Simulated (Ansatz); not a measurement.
# TlS4Br (model structure): optical spectrum from first principles

Aim: the dielectric function of TlS4Br (model structure), and the optical constants that follow from it. This is a made-up structure; whether it can be made isn't tested. It was built so: All Cl replaced by Br and O replaced by S in the F-43m structure of TlClO4.

Method: DFT, PBE, plane-wave PAW, default files, scalar-relativistic, independent-particle optical response without local fields, in Ansatz 0.2.0.

This is a report of a sequence of runs, with the program logs left out and the cost of each run kept.

## 1. The starting structure

It takes space group F-43m (No. 216, cubic). The conventional cell has a = 9.942 Å, b = 9.942 Å, c = 9.942 Å, α = 90.00°, β = 90.00°, γ = 90.00°. Nearest to Tl lie 12 S at 4.12 Å. Nearest to Br lie 4 S at 2.19 Å. S has 1 Br at 2.19 Å nearest. Farther neighbours, and contacts between anions beyond the nearest, are not listed.

## 2. Relaxation

Spectra hang on bond lengths, so the cell is first brought to its minimum.

This step: DFT, PBE, plane-wave PAW, default files, scalar-relativistic, relaxation (Ansatz 0.2.0).

Input file input.yaml:

```yaml
crystal:
  lattice:
    - [0.0, 4.97107241, 4.97107241]
    - [4.97107241, 0.0, 4.97107241]
    - [4.97107241, 4.97107241, 0.0]
  atoms:
    - { symbol: Tl, position: [0.5, 0.5, 0.5] }
    - { symbol: Br, position: [0.0, 0.0, 0.0] }
    - { symbol: S, position: [0.381, 0.873, 0.873] }
    - { symbol: S, position: [0.873, 0.873, 0.873] }
    - { symbol: S, position: [0.873, 0.873, 0.381] }
    - { symbol: S, position: [0.873, 0.381, 0.873] }
kpoints:
  mp_grid: { grid: [4, 4, 4] }
scf:
  occupations: { method: fermi_dirac, width: 0.05 }
hamiltonian:
  xc: pbe
  pseudopotentials: { kind: paw }
output:
  forces: true
  stress: true
relax:
  f_tol: 0.02
  max_steps: 50
  cell: {}
```

On the command line:

```sh
> ansatz run input.yaml --threads 2 --pin off --max-ram 5120MiB --backend cpu --events-out ev --progress --plain --runs-dir out
```

Run time: 9.2 s. Hardware: 2 threads of AMD EPYC 9R45 (Zen 5), shared host; peak memory 0.52 GiB; 16 s of CPU time.

Step by step:

| step | energy less that of the first step (eV) | largest force component (eV/Å) | pressure (GPa) | volume (Å³) |
| --- | --- | --- | --- | --- |
| 1 | 0.0000 | 0.4937 | -0.24 | 245.69 |
| 2 | -0.4418 | 0.5909 | -0.07 | 224.30 |
| 3 | -0.8784 | 0.5551 | 0.94 | 204.57 |
| 4 | -1.5395 | 0.3007 | 1.53 | 202.43 |
| 5 | -1.3638 | 0.9814 | 2.04 | 220.87 |
| 6 | -1.6736 | 0.1691 | -0.09 | 218.08 |
| 7 | -1.6914 | 0.0389 | 0.13 | 220.12 |
| 8 | -1.6923 | 0.0027 | 0.01 | 220.65 |
| 9* | -1.6911 | 0.0027 | 0.01 | 220.65 |

Relaxation steps marked * repeat the geometry before them on a plane-wave basis chosen anew for their cell, so energy and pressure can jump there. Relaxation step 5 was tried and not accepted.

The run keeps the 24 symmetry operations that the program found, so distortions that break them were not tested.

| conventional cell, symmetrised | before | after | change |
| --- | --- | --- | --- |
| a (Å) | 9.942 | 9.592 | -3.5 % |
| b (Å) | 9.942 | 9.592 | -3.5 % |
| c (Å) | 9.942 | 9.592 | -3.5 % |
| volume (Å³/atom) | 40.95 | 36.77 | -10.2 % |

The atoms that moved most (Å, as changes of fractional coordinates times the final cell):

| atom | dx | dy | dz | length |
| --- | --- | --- | --- | --- |
| S4 | -0.284 | -0.284 | -0.284 | 0.491 |
| S3 | -0.284 | 0.284 | 0.284 | 0.491 |
| S6 | 0.284 | -0.284 | 0.284 | 0.491 |
| S5 | 0.284 | 0.284 | -0.284 | 0.491 |

Final coordinates:

```xyz
6
Lattice="0.0000 4.7961 4.7961 4.7961 0.0000 4.7961 4.7961 4.7961 0.0000" Properties=species:S:1:pos:R:3 pbc="T T T"
Tl    4.7961    4.7961    4.7961
Br    0.0000    0.0000    0.0000
S     8.0904    6.2979    6.2979
S     8.0904    8.0904    8.0904
S     6.2979    6.2979    8.0904
S     6.2979    8.0904    6.2979
```

The relaxation ends with a largest force component of 0.0027 eV/Å and a pressure of 0.01 GPa.

## 3. Ground state and bands

The self-consistent density comes first; it also tells whether there is a gap, which decides the occupations and the need for a Drude term.

This step: DFT, PBE, plane-wave PAW, default files, scalar-relativistic, ground state (Ansatz 0.2.0).

Input file input.yaml:

```yaml
crystal:
  lattice:
    - [0.0, 4.7961115077, 4.7961115077]
    - [4.7961115077, 0.0, 4.7961115077]
    - [4.7961115077, 4.7961115077, 0.0]
  atoms:
    - { symbol: Tl, position: [0.5, 0.5, 0.5] }
    - { symbol: Br, position: [0.0, 0.0, 0.0] }
    - { symbol: S, position: [0.4696934827, 0.8434355058, 0.8434355058] }
    - { symbol: S, position: [0.8434355058, 0.8434355058, 0.8434355058] }
    - { symbol: S, position: [0.8434355058, 0.8434355058, 0.4696934827] }
    - { symbol: S, position: [0.8434355058, 0.4696934827, 0.8434355058] }
kpoints:
  mp_grid: { grid: [4, 4, 4] }
  band_path:
    path:
      - [[0.0, 0.0, 0.0], [0.5, 0.0, 0.5], [0.5, 0.25, 0.75], [0.375, 0.375, 0.75], [0.0, 0.0, 0.0], [0.5, 0.5, 0.5], [0.625, 0.25, 0.625], [0.5, 0.25, 0.75], [0.5, 0.5, 0.5], [0.375, 0.375, 0.75]]
      - [[0.625, 0.25, 0.625], [0.5, 0.0, 0.5]]
    npoints: 7
scf:
  occupations: { method: fermi_dirac, width: 0.05 }
  n_extra_bands: 10
hamiltonian:
  xc: pbe
  pseudopotentials: { kind: paw }
output:
  forces: true
  stress: true
  populations: true
  write_bands: true
  write_density: true
  write_potential: true
  elf: true
  volumetric_format: npy
```

The job ended after 4 s (2 threads; peak memory 0.67 GiB).

This step gave:

| Quantity | Value |
| --- | --- |
| free energy | -17831.2961 eV |
| Fermi energy | 2.688 eV |
| electrons | 44 |
| symmetry operations | 24 |
| pressure | 0.007234 GPa |
| volume | 220.6 Å³ |
| gap on the path | 0 eV |

There are states at the Fermi level within the smearing, so the occupations stay smeared and the carriers get a Drude term. The cell is left with a pressure of 0.0 GPa after its relaxation.

Electronic bands along the path, in eV, zero at the Fermi level; # counts the bands kept:

| point | #15 | #16 | #17 | #18 | #19 | #20 | #21 | #22 |
| --- | --- | --- | --- | --- | --- | --- | --- | --- |
| Γ | -1.99 | -1.99 | 0.17 | 0.17 | 0.17 | 0.89 | 0.89 | 0.89 |
| 0.43 of the way | -2.44 | -1.65 | -0.07 | 0.03 | 0.03 | 0.80 | 1.27 | 1.27 |
| X | -2.81 | -1.38 | -0.44 | 0.01 | 0.01 | 0.67 | 1.59 | 1.59 |
| 0.57 of the way | -2.65 | -1.63 | -0.43 | -0.14 | 0.10 | 0.59 | 1.60 | 1.89 |
| W | -2.46 | -1.84 | -0.42 | -0.22 | 0.15 | 0.56 | 1.60 | 2.09 |
| 0.43 of the way | -2.53 | -1.80 | -0.41 | -0.19 | 0.12 | 0.60 | 1.61 | 2.02 |
| K | -2.65 | -1.74 | -0.41 | -0.12 | 0.03 | 0.66 | 1.63 | 1.90 |
| 0.43 of the way | -2.26 | -2.09 | -0.19 | -0.08 | 0.09 | 0.82 | 1.43 | 1.50 |
| Γ | -1.99 | -1.99 | 0.17 | 0.17 | 0.17 | 0.89 | 0.89 | 0.89 |
| 0.57 of the way | -2.31 | -2.13 | -0.08 | -0.08 | 0.17 | 1.06 | 1.20 | 1.20 |
| L | -2.59 | -2.42 | -0.13 | -0.13 | 0.18 | 1.21 | 1.28 | 1.28 |
| 0.43 of the way | -2.57 | -2.16 | -0.22 | -0.15 | 0.08 | 0.90 | 1.46 | 1.65 |
| U | -2.65 | -1.74 | -0.41 | -0.12 | 0.03 | 0.66 | 1.63 | 1.90 |
| 0.57 of the way | -2.53 | -1.80 | -0.41 | -0.19 | 0.12 | 0.60 | 1.61 | 2.02 |
| W | -2.46 | -1.84 | -0.42 | -0.22 | 0.15 | 0.56 | 1.60 | 2.09 |
| 0.43 of the way | -2.50 | -2.00 | -0.31 | -0.20 | 0.08 | 0.74 | 1.56 | 1.87 |
| L | -2.59 | -2.42 | -0.13 | -0.13 | 0.18 | 1.21 | 1.28 | 1.28 |
| 0.57 of the way | -2.57 | -2.04 | -0.28 | -0.16 | 0.06 | 0.81 | 1.54 | 1.77 |
| K | -2.65 | -1.74 | -0.41 | -0.12 | 0.03 | 0.66 | 1.63 | 1.90 |
| jump to U | -2.65 | -1.74 | -0.41 | -0.12 | 0.03 | 0.66 | 1.63 | 1.90 |
| 0.43 of the way | -2.75 | -1.52 | -0.43 | -0.04 | 0.02 | 0.64 | 1.61 | 1.74 |
| X | -2.81 | -1.38 | -0.44 | 0.01 | 0.01 | 0.67 | 1.59 | 1.59 |

Valence density in the ac plane of the conventional cell at fractional y = 0.000, with atoms of Tl and Br within 0.2 Å of it. It is the smooth field of the valence electrons, not physical close to the nuclei.

Ten steps, logarithmic in the rise over the least value, from '_' (0.0 e/Å³) to '@' (7.6 e/Å³), each cell a mean:
```
==++++--..________..--**%%@@@@##==::________..::==++++
++++==::..__________::==**####++--..________..::--++++
==--::......________..::--====--..__________....::----
............____________........____________..........
______....__________________________________....______
______________________________________________________
______________________________________________________
________________........______........________________
::::..__________........::::::::......____________..::
++==--..__________..::--==++====::....________..::==++
%%##++::..________..--==++++++++==::..________..==**%%
@@%%**--..________..--++++--==++==::..________::++##@@
@@%%**--..________..--++++==++++==::..________::==##@@
##**==::__________..::==++++++++--::..________..--++##
==--::..________......::--==----::....__________..--==
....____________......................____________....
__________________....____________....________________
______________________________________________________
______________________________________________________
____........________________________________........__
::::........__________..::::::..____________......::::
++==--::..__________..--==++++==::__________....::====
++++==--..________..--++##%%%%**==..________..::==++++
--++++--..________..--**%%@@@@##++::________..::==++==
```

ELF in the ac plane of the conventional cell at fractional y = 0.000, with atoms of Tl and Br within 0.2 Å of it. It is the smooth field of the valence electrons, not physical close to the nuclei.

Ten even steps from '_' (0.02) to '@' (0.83), each cell a mean:
```
..**@@##::________::====::____--==--..______..++@@%%::
%%@@%%==......____..--====--======::______....--##@@@@
%%##==::::::::..____::--========--..____::--::::--**%%
--::..::--==--..______..::::::::________::====--..::--
____..--++==::__________________________..--++==::..__
____..----::____......__________..::..____..----::____
________..____..--==--..________::====::______________
....________..--++==::............--++==::__________..
----::..____..--==::..::==**++--::::--==::______..----
======::____..::::..--**@@@@@@%%==::..::..____..--====
::--====::________::**@@%%++**@@%%--..______..--====::
__..====::________--%%@@==__..%%@@++..______..--==--__
__::====::________--##@@++..--@@@@++..______..--==--__
--====--..____......++%%@@%%@@@@##::....______::======
====--::____..::::::::==##%%%%**--..::--::____..--====
::::..______..--==--::..::----::..::====::________::::
______________::====--..______..::==++==..____________
______..::..__..::--::..________::----..____......____
____..--==--..____________________..______::====::____
......::==++--..________......__________::==++--......
**==::..::==--..____..::--------..______::==--::::--++
@@@@**--....::______--==========--..____..::..::==%%@@
++%%@@**::________::====--::::====--..______..==%%@@##
__==@@%%--________::====..____--==--..______..++@@%%..
```

## 4. Spectrum

The spectrum is a sum over vertical transitions between filled and empty bands at the fixed density, so many empty bands are needed.

This step: DFT, PBE, plane-wave PAW, default files, scalar-relativistic, independent-particle optical response without local fields (Ansatz 0.2.0).

input.yaml, the sections that differ from step 3:

```yaml
kpoints:
  mp_grid: { grid: [6, 6, 6] }
scf:
  occupations: { method: fermi_dirac, width: 0.1 }
output:
  optics:
    e_range: [0, 25]
    de: 0.05
    sigma: 0.1
    drude_damping: 0.2
    nscf_kmesh: { grid: [6, 6, 6] }
    bands: auto
# crystal, hamiltonian: as in step 3
```

Run time: 36 s. Hardware: 2 threads; peak memory 1.5 GiB.

Numbers from this step:

```
main peak of the optical conductivity above 1 eV, first axis : 3.499 eV
centre of weight of the strongest loss peak in the window    : 16.83 eV
Drude plasma energy, first axis                              : 1.114 eV
bands summed                                                 : 138
spectra valid up to                                          : 32.36 eV
program's estimate of the k-sum error in Im epsilon          : 0.15 %
electrons in the f-sum                                       : 39.68
```

The Im ε, any direction has structure finer than the step of the table below, so its rows give means over 1 eV. Peaks (eV: height): 3.5: 12.5.

The Im ε, any direction by photon energy; means over each step:

photon energy (eV), Im ε, any direction and a bar:
```
        1        8.1 ###########################
        2        8.0 ##########################
        3        9.1 ##############################
        4        6.7 ######################
        5        3.0 ##########
        6        1.3 ####
        7        1.8 ######
        8        2.6 ########
        9        2.8 #########
       10        2.0 ######
       11        1.4 ####
       12        1.5 ####
       13        1.2 ####
       14        1.1 ###
       15        0.9 ###
       16        0.5 #
       17        0.4 #
       18        0.3 #
       19        0.3 
       20        0.2 
       21        0.2 
       22        0.1 
       23        0.1 
       24        0.1
```

Re ε, any direction against photon energy:

```
photon energy (eV)  Re ε, any direction
                 1                 2.36
                 2                 7.01
                 3                 4.64
                 4                -2.70
                 5                -1.26
                 6               -0.331
                 7                 1.47
                 8                 1.07
                 9                0.410
                10               -0.183
                11                0.115
                12                0.224
                13               0.0979
                14                0.414
                15               -0.603
                16              -0.0112
                17                0.249
                18                0.249
                19                0.399
                20                0.437
                21                0.508
                22                0.596
                23                0.643
                24                0.679
                25                0.705
```

The loss function −Im 1/ε at q → 0, any direction has structure finer than the step of the table below, so its rows give means over 1 eV. Peaks (eV: height): 6.2: 1.13, 13.8: 1.08, 14.4: 1.17, 15.5: 2.11, 16.4: 2.35, 17.4: 2.24, 18.0: 1.92.

The loss function −Im 1/ε at q → 0, any direction by energy loss; means over each step:

```
energy loss (eV)  loss function −Im 1/ε at q → 0, any direction
               1                                         0.0853
               2                                         0.0765
               3                                         0.0927
               4                                          0.147
               5                                          0.300
               6                                          0.619
               7                                          0.348
               8                                          0.325
               9                                          0.346
              10                                          0.506
              11                                          0.680
              12                                          0.688
              13                                          0.814
              14                                          0.918
              15                                           1.11
              16                                           2.07
              17                                           1.97
              18                                           1.76
              19                                           1.27
              20                                          0.873
              21                                          0.567
              22                                          0.402
              23                                          0.298
              24                                          0.297
```

Values under 1 per cm are given as 1. The absorption coefficient, any direction by photon energy:

photon energy (eV), log10 absorption coefficient, any direction (1/cm) and a bar from the least value:
```
     1.00        5.3 #
     2.00        5.4 #####
     3.00        5.7 ################
     4.00        6.0 ########################
     5.00        5.9 #####################
     6.00        5.8 ##################
     7.00        5.6 ############
     8.00        5.9 #######################
     9.00        6.0 ##########################
    10.00        6.0 ##########################
    11.00        6.0 ########################
    12.00        6.0 ##########################
    13.00        6.0 #########################
    14.00        6.0 ########################
    15.00        6.1 ##############################
    16.00        5.9 ######################
    17.00        5.8 ##################
    18.00        5.7 ################
    19.00        5.6 #############
    20.00        5.5 #######
    21.00        5.4 ######
    22.00        5.3 ##
    23.00        5.2 
    24.00        5.4 ####
    25.00        5.3 ###
```

The refractive index n and extinction k by photon energy:

| photon energy (eV) | n | k |
| --- | --- | --- |
| 0.5 | 2.01 | 2.23 |
| 1.0 | 2.38 | 1.82 |
| 1.5 | 3.17 | 1.33 |
| 2.0 | 2.91 | 1.21 |
| 2.5 | 2.63 | 1.66 |
| 3.0 | 2.76 | 1.73 |
| 3.5 | 2.54 | 2.46 |
| 4.0 | 1.66 | 2.33 |
| 4.5 | 1.28 | 1.66 |
| 5.0 | 0.900 | 1.44 |
| 5.5 | 0.877 | 1.35 |
| 6.0 | 0.782 | 0.971 |
| 6.5 | 1.41 | 0.559 |
| 7.0 | 1.34 | 0.567 |
| 7.5 | 1.47 | 0.801 |
| 8.0 | 1.50 | 1.09 |
| 8.5 | 1.39 | 0.787 |
| 9.0 | 1.29 | 1.12 |
| 9.5 | 1.05 | 1.10 |
| 10.0 | 0.976 | 1.07 |
| 10.5 | 0.865 | 0.939 |
| 11.0 | 0.912 | 0.847 |
| 11.5 | 1.01 | 0.791 |
| 12.0 | 0.972 | 0.849 |
| 12.5 | 0.793 | 0.709 |
| 13.0 | 0.826 | 0.765 |
| 13.5 | 0.775 | 0.770 |
| 14.0 | 0.903 | 0.634 |
| 14.5 | 0.750 | 0.611 |
| 15.0 | 0.490 | 0.918 |
| 15.5 | 0.467 | 0.503 |
| 16.0 | 0.494 | 0.505 |
| 16.5 | 0.532 | 0.368 |
| 17.0 | 0.612 | 0.354 |
| 17.5 | 0.541 | 0.305 |
| 18.0 | 0.578 | 0.292 |
| 18.5 | 0.611 | 0.223 |
| 19.0 | 0.670 | 0.221 |
| 19.5 | 0.651 | 0.179 |
| 20.0 | 0.676 | 0.143 |
| 20.5 | 0.709 | 0.122 |
| 21.0 | 0.723 | 0.122 |
| 21.5 | 0.752 | 0.106 |
| 22.0 | 0.777 | 0.0918 |
| 22.5 | 0.786 | 0.0883 |
| 23.0 | 0.805 | 0.0741 |
| 23.5 | 0.830 | 0.0878 |
| 24.0 | 0.829 | 0.0950 |
| 24.5 | 0.838 | 0.0751 |
| 25.0 | 0.844 | 0.0856 |

From ε follow the optical constants at some laser lines:

```csv
wavelength (nm),n,k,R (%),1/α
1550,2.74,2.114,40.6,58 nm
1064,2.12,0.962,20.7,88 nm
800,3.04,1.397,33.5,46 nm
633,2.87,1.169,29.8,43 nm
532,2.94,1.549,34.4,27 nm
308,1.55,2.375,49.0,10 nm
248,0.90,1.440,36.7,14 nm
```

In reflection the computed colour is grey: x = 0.307, y = 0.335, luminous reflectivity 33 %.

## 5. What came out

```yaml
gap_on_the_path: 0 eV
main_peak_of_the_optical_conductivity_above_1_ev_first_axis: 3.50 eV
drude_plasma_energy_first_axis: 1.11 eV
centre_of_weight_of_the_strongest_loss_peak_in_the_window_first_axis: 16.8 eV
```

At this level (PBE, independent particles) TlS4Br is a semimetal or has a tiny gap, with few carriers whose number hangs on mesh and smearing, and a Drude plasma energy of 1.1 eV; it reflects 33 % at 550 nm. The cell shrank by 10.2 % in volume. Along x the bare Drude plasma energy is 1.1 eV; Re ε first rises through zero at 0.51 eV, far lower, because interband transitions screen the carriers. Im ε is 9.1 there, so the loss peak at that energy is weak. The strongest loss structure up to 25 eV has its centre of weight at 16.8 eV; a free-electron gas of the 39.7 electrons in the f-sum would put its plasmon at 15.7 eV. In reflection the computed colour is grey: x = 0.307, y = 0.335, luminous reflectivity 33 %. In the base run ε includes the program's bounded estimate of what the bands above those summed add. The carriers' damping of 0.2 eV is typed, not computed; at 0.8 eV the carriers give 4 % of Im ε, the rest is interband. Spin-orbit coupling is left out although heavy atoms are present. Bands touch or overlap by little at this level, so the carriers are few and their weight hangs on smearing, mesh and functional. The Fermi-Dirac width of 0.1 eV acts as an electron temperature of 1200 K in the carriers' term.

[Long decimals in the printed logs are rounded to 6 places.]

[Logs are printed without paths, hosts, clocks, repeated set-up lines and the standing remarks that a program may print on its own settings, such as how far it seeks lower states.]

[Hosts, paths, dates, database ids (printed as entryN), source tags and the programs' standing remarks are cut or masked in the printed files.]

[Where the starting crystal was built by hand or by swapping elements, it need not be the compound's stable phase.]

[The count of steps not shown may lack steps that the program refused or didn't finish.]
